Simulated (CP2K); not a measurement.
Two runs for the C K edge of cyanamide. Run A: CP2K XAS_TDP, all-electron GAPW, PBEh(45%), aug-cc-pVTZ, TDA, no relativity. Run B differs in one setting.

First lines with a strength over 0.0015. A:

```csv
atom,energy (eV),states,"strength, one atom"
C2 (bonded to 2 N),282.84,1,0.0577
,283.65,1,0.0692
,284.65,1,0.0025
,287.62,1,0.0040
,288.03,1,0.0036
```

B:

```
              atom  energy (eV)  states  strength, one atom
C2 (bonded to 2 N)       284.80       1              0.0618
                         285.53       1              0.0737
                         286.70       1              0.0028
                         289.76       1              0.0050
                         290.13       1              0.0038
```

**Question.** Which was it: scalar relativity switched on, the functional, the basis, GW2X switched on?

The functional (functional from PBEh(45%) to BHandHLYP; the lines alone don't name the new value). A functional moves all lines by electronvolts and changes their spacings and strengths. Against PBEh(45%) in aug-cc-pVTZ, the leading line moves by +1.96 eV, to 284.80 eV; the strength of C2's goes from 0.0577 to 0.0618. The next line of C2 over the strength cut lies 0.73 eV higher, against 0.81.

[Banner, clock and machine lines of the logs are left out without a mark of their own.]

[Logs are printed without paths, hosts, clocks, repeated set-up lines and the standing remarks that a program may print on its own settings, such as how far it seeks lower states.]

[Hosts, paths, dates, database ids (printed as entryN), source tags and the programs' standing remarks are cut or masked in the printed files.]
